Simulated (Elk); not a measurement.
# Au: optical spectrum from first principles

Aim: the dielectric function of Au, and the optical constants that follow from it. The cell comes from an older database entry, whose edges can differ from later determinations, mostly by under a per cent.

Main program and level: Elk 11.2.3 (patched build); DFT, PBE, all-electron APW+lo, Dirac cores, scalar-relativistic bands, independent-particle optical response without local fields.

The database entry behind the starting cell differs from other determinations of this structure, so it need not match the best structure at room temperature.

### Step 1. The starting structure

The structure is cubic, space group Fm-3m (No. 225). Conventional cell: a = 4.070 Å, b = 4.070 Å, c = 4.070 Å, α = 90.00°, β = 90.00°, γ = 90.00°. Au has 12 Au at 2.88 Å nearest.

### Step 2. Ground state

The self-consistent density comes first; it also tells whether there is a gap, which decides the occupations and the need for a Drude term.

This step: DFT, PBE, all-electron APW+lo, Dirac cores, scalar-relativistic bands, ground state (Elk 11.2.3 (patched build)).

Input file elk.in:

```
tasks
  0
  120

xctype
  20

nempty
  10

lorbcnd
  .true.

rgkmax
  7.0

swidth
  0.0018375

maxscl
  100

epsengy
  1e-05

sppath
  './'

avec
  0.000000000000 3.845592663613 3.845592663613
  3.845592663613 0.000000000000 3.845592663613
  3.845592663613 3.845592663613 0.000000000000

atoms
  1
  'Au.in'
  1
  0.000000000000 0.000000000000 0.000000000000   0.000 0.000 0.000

ngridk
  17 17 17
```

Started as:

```sh
OMP_NUM_THREADS=4 elk
```

The log of the run:

```text
┌─────────────────────────┐
│ Elk code version 11.2.3 │
└─────────────────────────┘

All units are atomic (Hartree, Bohr, etc.)

┌─────────────────────────────────────────────────┐
│ Ground-state run starting from atomic densities │
└─────────────────────────────────────────────────┘

Lattice vectors :
   0.000000000       3.845592664       3.845592664
   3.845592664       0.000000000       3.845592664
   3.845592664       3.845592664       0.000000000

Reciprocal lattice vectors :
 -0.8169332866      0.8169332866      0.8169332866
  0.8169332866     -0.8169332866      0.8169332866
  0.8169332866      0.8169332866     -0.8169332866

Unit cell volume      :    113.7417321
Brillouin zone volume :    2.180819730

Muffin-tin inner radius fraction :   0.1000000000E-01

Nuclei treated as point charges

Species : 1 (Au)
 parameters loaded from : Au.in
 name : gold
 nuclear charge    :   -79.00000000
 electronic charge :    79.00000000
 atomic mass :    359048.0562
 muffin-tin radius :    2.694244650
 number of radial points in muffin-tin :   1393
 inner part over the whole radius :   0.9920609842E-02
 number on inner part of muffin-tin    :    999
 approximate nuclear radius :   0.1033733540E-03
 number of mesh points to nuclear radius :    525
 atomic positions (lattice), magnetic fields (Cartesian) :
  1 :   0.00000000  0.00000000  0.00000000    0.00000000  0.00000000  0.00000000

Total number of atoms per unit cell :    1
Total muffin-tin volume :    81.92183974
 ratio of muffin-tin to unit cell volume :   0.7202443487

Spin treatment :
 spin-unpolarised

Number of Bravais lattice symmetries :   48
Number of crystal symmetries         :   48
Crystal has inversion symmetry
Real symmetric eigensolver will be used

k-point grid :     17    17    17
k-point offset :    0.000000000       0.000000000       0.000000000
k-point set is reduced with full crystal symmetry group
Total number of k-points :      165

Muffin-tin radius times maximum |G+k| :    7.000000000
 using average radius
Maximum |G+k| for APW functions       :    2.598130797
Maximum (1/2)|G+k|²                   :    3.375141819
Maximum |G| for potential and density :    12.00000000
Constant for pseudocharge density :    8
 order of it for each species :   15
 order of it for pair densities of each species (exact exchange by exxq0 0: 15) :   10
Radial integration step length :    1

G-vector grid sizes :     21    21    21
Number of G-vectors :     3287

Maximum angular momentum used for
 APW functions            :    8
 outer part of muffin-tin :    6
 inner part of muffin-tin :    2

Total nuclear charge    :   -79.00000000
Total core charge       :    48.00000000
Total valence charge    :    31.00000000
Total excess charge     :    0.000000000
Total electronic charge :    79.00000000

Effective Wigner radius, rₛ :   0.7004890954

Number of empty states         :     10
Total number of valence states :     26
Total number of core states    :     48

Conduction state local-orbitals added automatically
Third-order local-orbitals added for an l without core states : F
Total number of local-orbitals :     80

Exchange-correlation functional :     20     0     0
 Perdew-Burke-Ernzerhof, Phys. Rev. Lett. 77, 3865 (1996)
 gradient requirement :    1
 generalised gradient approximation (GGA)

Smearing type :    3
 Fermi-Dirac
Smearing width :   0.1837500000E-02
Effective electronic temperature (K) :    580.2366081

Mixing type :    3
 Broyden mixing, J. Phys. A: Math. Gen. 17, L317 (1984)

Kohn-Sham potential initialised from atomic data

┌──────────────────────────────┐
│ Self-consistent loop started │
└──────────────────────────────┘

┌─────────────────┐
│ Loop number : 1 │
└─────────────────┘

Energies :
 Fermi                       :     0.153187
 sum of occupied eigenvalues :     -11725.077205176
 electron kinetic            :      21882.148619026
 core electron kinetic       :      21003.870045619
 Coulomb                     :     -40565.011381074
 Coulomb potential           :     -33132.540018435
 nuclear-nuclear             :     -1860.1894885466
 electron-nuclear            :     -44326.489356330
 Hartree                     :      5621.6674638030
 Madelung                    :     -23998.741371856
 xc potential                :     -474.68580576636
 exchange                    :     -360.34423105687
 correlation                 :     -4.872302
 electron entropic           :    -0.631848E-04
 total energy                :     -19048.079358211

Density of states at Fermi energy :    5.668568873
 (states/Hartree/unit cell)

Estimated indirect band gap :   0.6143587027E-02
 from k-point 34 to k-point 72
Estimated direct band gap   :   0.5666862835E-01
 at k-point 72

Charges :
 core                        :    48.00000000
 valence                     :    31.00000000
 interstitial                :    1.044343184
 muffin-tins (core leakage)
  species : 1 (Au)
   atom 1                    :    77.95565682     (  0.1910767386E-03)
 total in muffin-tins        :    77.95565682
 total calculated charge     :    78.99875471
 total charge                :    79.00000000
 error                       :   0.1245293344E-02

┌─────────────────┐
│ Loop number : 2 │
└─────────────────┘

Energies :
 Fermi                       :     0.154312
 sum of occupied eigenvalues :     -11725.104381804
 electron kinetic            :      21882.081751751
 core electron kinetic       :      21003.761116089
 Coulomb                     :     -40565.181217591
 Coulomb potential           :     -33132.389938326
 nuclear-nuclear             :     -1860.1894885466
 electron-nuclear            :     -44326.984983405
 Hartree                     :      5621.9932543606
 Madelung                    :     -23998.986248428
 xc potential                :     -474.79619522883
 exchange                    :     -360.35287741475
 correlation                 :     -4.872318
 electron entropic           :    -0.638488E-04
 total energy                :     -19048.324724864

Density of states at Fermi energy :    5.743620979
 (states/Hartree/unit cell)

Estimated indirect band gap :   0.6194962241E-02
 from k-point 34 to k-point 72
Estimated direct band gap   :   0.5706827998E-01
 at k-point 72

Charges :
 core                        :    48.00000000
 valence                     :    31.00000000
 interstitial                :    1.042009980
 muffin-tins (core leakage)
  species : 1 (Au)
   atom 1                    :    77.95799002     (  0.1906837946E-03)
 total in muffin-tins        :    77.95799002
 total calculated charge     :    78.99875491
 total charge                :    79.00000000
 error                       :   0.1245093046E-02

RMS change in Kohn-Sham potential (target) :   0.2197888855     (  0.1000000000E-05)
Absolute change in total energy (target)   :   0.2453666531     (  0.1000000000E-04)

[... 12 loops left out ...]

┌──────────────────┐
│ Loop number : 15 │
└──────────────────┘

Energies :
 Fermi                       :     0.314824
 sum of occupied eigenvalues :     -11716.045574780
 electron kinetic            :      21887.956882547
 core electron kinetic       :      21004.119107095
 Coulomb                     :     -40570.318746152
 Coulomb potential           :     -33125.599100876
 nuclear-nuclear             :     -1860.1894885466
 electron-nuclear            :     -44344.352999712
 Hartree                     :      5634.2237421069
 Madelung                    :     -24007.519195714
 xc potential                :     -478.40335645081
 exchange                    :     -360.67155239806
 correlation                 :     -4.872489
 electron entropic           :    -0.109237E-03
 total energy                :     -19047.906014704

Density of states at Fermi energy :    10.03115260
 (states/Hartree/unit cell)

Estimated indirect band gap :   0.1509066243E-02
 from k-point 34 to k-point 88
Estimated direct band gap   :   0.7744994012E-01
 at k-point 56

Charges :
 core                        :    48.00000000
 valence                     :    31.00000000
 interstitial                :   0.9344482856
 muffin-tins (core leakage)
  species : 1 (Au)
   atom 1                    :    78.06555171     (  0.1753184980E-03)
 total in muffin-tins        :    78.06555171
 total calculated charge     :    78.99876032
 total charge                :    79.00000000
 error                       :   0.1239677149E-02

RMS change in Kohn-Sham potential (target) :   0.3537466200E-07 (  0.1000000000E-05)
Absolute change in total energy (target)   :   0.4756391718E-05 (  0.1000000000E-04)

Convergence targets achieved

┌──────────────────┐
│ Loop number : 16 │
└──────────────────┘

Energies :
 Fermi                       :     0.314824
 sum of occupied eigenvalues :     -11716.045578528
 electron kinetic            :      21887.956878953
 core electron kinetic       :      21004.119104507
 Coulomb                     :     -40570.318746033
 Coulomb potential           :     -33125.599101422
 nuclear-nuclear             :     -1860.1894885466
 electron-nuclear            :     -44344.352999603
 Hartree                     :      5634.2237421168
 Madelung                    :     -24007.519195322
 xc potential                :     -478.40335605878
 exchange                    :     -360.67155239615
 correlation                 :     -4.872489
 electron entropic           :    -0.109237E-03
 total energy                :     -19047.906018173

Density of states at Fermi energy :    10.03115832
 (states/Hartree/unit cell)

Estimated indirect band gap :   0.1509069619E-02
 from k-point 34 to k-point 88
Estimated direct band gap   :   0.7744994342E-01
 at k-point 56

Charges :
 core                        :    48.00000000
 valence                     :    31.00000000
 interstitial                :   0.9344482176
 muffin-tins (core leakage)
  species : 1 (Au)
   atom 1                    :    78.06555178     (  0.1753184907E-03)
 total in muffin-tins        :    78.06555178
 total calculated charge     :    78.99876032
 total charge                :    79.00000000
 error                       :   0.1239677191E-02

┌──────────────────────────────┐
│ Self-consistent loop stopped │
└──────────────────────────────┘

Warning : core states of species 1 leak from the muffin-tin :   0.1753184907E-03

Wrote STATE.OUT
```

The job ended after 15 s (4 threads of Arm Neoverse V1, shared host; peak memory 0.08 GiB; 46 s of CPU time).

Read from the output:

* total energy: -19048 Ha
* Fermi energy: 8.567 eV
* DOS at the Fermi level: 0.3686 states/eV/cell

There are states at the Fermi level within the smearing, so the occupations stay smeared and the carriers get a Drude term.

### Step 3. Independent particles

With the density converged, the vertical transitions are summed over the zone.

This step: DFT, PBE, all-electron APW+lo, Dirac cores, scalar-relativistic bands, independent-particle optical response without local fields (Elk 11.2.3 (patched build)).

elk.in, as its differences from that of step 2:

```diff
@@ -1,4 +1,9 @@
 tasks
-  0
-  120
+  121
+
+optcomp
+  1 1
+
+intraband
+  .true.
 
@@ -17,9 +22,7 @@
 swidth
-  0.0018375
+  0.0055124
 
-maxscl
-  100
-
-epsengy
-  1e-05
+wplot
+  400 100 0
+  0.0 0.51449
```

Started as:

```sh
OMP_NUM_THREADS=4 elk
```

The log of the run:

```text
┌─────────────────────────────────┐
│ Elk code version 11.2.3 started │
└─────────────────────────────────┘

Info(readinput): the functional depends on the density's gradient
 muffin-tin radial points multiplied by    2.00000
 (not where nrmtscf is given)

┌────────────────────┐
│ Current task : 121 │
└────────────────────┘
Info(checkmt): changed muffin-tin radius of species 1 (Au) from   2.8000 to   2.6942

Info(dielectric):
 dielectric tensor written to EPSILON_ij.OUT
 optical conductivity written to SIGMA_ij.OUT
 plasma frequency written to PLASMA_ij.OUT
 for components
  i = 1, j = 1

┌──────────────────┐
│ Elk code stopped │
└──────────────────┘
```

Wall time 3.2 s (4 threads); peak memory 0.04 GiB; 12 s of CPU time.

Read from the output:

* Drude plasma energy, first axis: 9.343 eV

Sum at mesh points, not converged in k. The Im ε, E ∥ x by photon energy; read off at these points:

```
photon energy (eV)  Im ε, E ∥ x
               0.5         96.7
               1.0         13.1
               1.5         4.44
               2.0         5.59
               2.5         6.72
               3.0         9.91
               3.5         8.28
               4.0         6.12
               4.5         4.49
               5.0         4.78
               5.5         4.54
               6.0         4.13
               6.5         5.34
               7.0         5.43
               7.5         5.49
               8.0         5.27
               8.5         3.93
               9.0         4.18
               9.5         3.15
              10.0         2.61
              10.5         2.53
              11.0         2.49
              11.5         2.70
              12.0         2.61
              12.5         2.64
              13.0         2.70
              13.5         2.65
```

Values under 1 per cm are given as 1; sum at mesh points, not converged in k. Table of absorption coefficient, E ∥ x by photon energy:

```
photon energy (eV)  absorption coefficient, E ∥ x (1/cm)
             0.490                                 9.0e5
             1.015                                 8.8e5
             1.505                                 8.0e5
             1.995                                 6.0e5
             2.485                                 5.9e5
             3.010                                 7.5e5
             3.500                                 8.0e5
             3.990                                 8.4e5
             4.515                                 6.9e5
             5.005                                 8.0e5
             5.495                                 7.5e5
             5.985                                 7.5e5
             6.510                                 9.1e5
             7.000                                 1.1e6
             7.490                                 1.2e6
             8.015                                 1.3e6
             8.505                                 1.3e6
             8.995                                 1.3e6
             9.485                                 1.3e6
            10.010                                 1.2e6
            10.500                                 1.1e6
            10.990                                 1.1e6
            11.515                                 1.1e6
            12.005                                 1.2e6
            12.495                                 1.3e6
            12.985                                 1.4e6
            13.510                                 1.4e6
```

Sum at mesh points, not converged in k. The reflectivity at normal incidence, E ∥ x by photon energy; read off at these points:

photon energy (eV), reflectivity at normal incidence, E ∥ x (%) and a bar from the least value:
```
    0.500       96.8 ##############################
    0.750       96.6 ##############################
    1.000       96.2 ##############################
    1.250       95.6 ##############################
    1.500       94.3 #############################
    1.750       90.2 ############################
    2.000       69.9 ####################
    2.250       63.7 ##################
    2.500       49.2 #############
    2.750       43.5 ###########
    3.000       46.1 ############
    3.250       46.4 ############
    3.500       44.2 ###########
    3.750       45.0 ###########
    4.000       42.9 ###########
    4.250       40.9 ##########
    4.500       30.0 ######
    4.750       34.0 #######
    5.000       31.6 ######
    5.250       27.5 #####
    5.500       25.4 ####
    5.750       26.4 #####
    6.000       22.7 ###
    6.250       21.8 ###
    6.500       26.2 #####
    6.750       26.3 #####
    7.000       30.2 ######
    7.250       25.4 ####
    7.500       29.4 ######
    7.750       28.0 #####
    8.000       29.7 ######
    8.250       33.2 #######
    8.500       29.9 ######
    8.750       26.0 ####
    9.000       29.2 ######
    9.250       27.4 #####
    9.500       28.3 #####
    9.750       23.8 ####
   10.000       24.1 ####
   10.250       19.3 ##
   10.500       17.7 #
   10.750       17.0 #
   11.000       16.8 #
   11.250       13.8 
   11.500       15.5 #
   11.750       18.4 ##
   12.000       16.6 #
   12.250       19.1 ##
   12.355       20.5 ##
   12.500       18.0 ##
   12.750       18.1 ##
   13.000       18.9 ##
   13.250       16.8 #
   13.500       17.0 #
   13.750       17.3 #
```

Sum at mesh points, not converged in k. Table of loss function −Im 1/ε at q → 0, E ∥ x by energy loss; read off at these points:

```
energy loss (eV)  loss function −Im 1/ε at q → 0, E ∥ x
            0.50                                 9.1e-4
            1.00                                0.00221
            1.50                                0.00570
            2.00                                 0.0599
            2.50                                  0.120
            3.00                                 0.0979
            3.50                                  0.116
            4.00                                  0.147
            4.50                                  0.223
            5.00                                  0.209
            5.28                                  0.246
            5.50                                  0.210
            6.00                                  0.220
            6.50                                  0.165
            7.00                                  0.182
            7.50                                  0.178
            8.00                                  0.188
            8.50                                  0.252
            8.61                                  0.272
            9.00                                  0.239
            9.50                                  0.311
           10.00                                  0.381
           10.08                                  0.405
           10.50                                  0.378
           11.00                                  0.374
           11.50                                  0.306
           12.00                                  0.346
           12.50                                  0.361
           13.00                                  0.357
           13.26                                  0.391
           13.50                                  0.346
```

At chosen wavelengths:

```
wavelength (nm)     n      k  R (%)    1/α
           1064  0.58  7.326   95.9  12 nm
            800  0.42  5.015   93.9  13 nm
            633  0.79  3.099   75.3  16 nm
            532  1.21  2.712   60.5  16 nm
            450  1.78  2.200   43.4  16 nm
            365  1.78  2.241   44.1  13 nm
            248  1.50  1.589   31.6  12 nm
```

In reflection the computed colour is yellow: x = 0.349, y = 0.364, luminous reflectivity 61 %.

### Step 4. What came out

| Quantity | Value |
| --- | --- |
| Drude plasma energy, first axis | 9.34 eV |

In words: At this level (PBE, independent particles) Au is a metal with a Drude plasma energy of 9.3 eV. The mesh is too coarse to trust the carriers' weight, the reflectivity or the colour to better than tens of per cent. Along x the bare Drude plasma energy is 9.3 eV; Re ε first rises through zero at 4.51 eV, far lower, because interband transitions screen the carriers. Im ε is 4.5 there, so the loss peak at that energy is weak. In reflection the computed colour is yellow: x = 0.349, y = 0.364, luminous reflectivity 61 %. The carriers' damping of 0.15 eV is typed, not computed; at 0.8 eV the carriers give 99 % of Im ε, the rest is interband. Spin-orbit coupling is left out although heavy atoms are present. The sum runs over mesh points 0.16 Å⁻¹ apart with no interpolation, so peaks are partly noise of the mesh, and the Drude plasma energy, a sum over the Fermi surface, isn't converged.

[Long decimals in the printed logs are rounded to 6 places.]

[Machine, clock and banner lines and Python warnings are left out of the logs.]

[Logs are printed without paths, hosts, clocks, repeated set-up lines and the standing remarks that a program may print on its own settings, such as how far it seeks lower states.]

[Hosts, paths, dates, database ids (printed as entryN), source tags and the programs' standing remarks are cut or masked in the printed files.]

[Where Elk ran, warnings of its patched build on accuracy (core leakage, angular cutoffs, spin-orbit splittings, empty states, lower magnetic states) are left out.]

[Where the starting crystal was built by hand or by swapping elements, it need not be the compound's stable phase.]

[The count of steps not shown may lack steps that the program refused or didn't finish.]
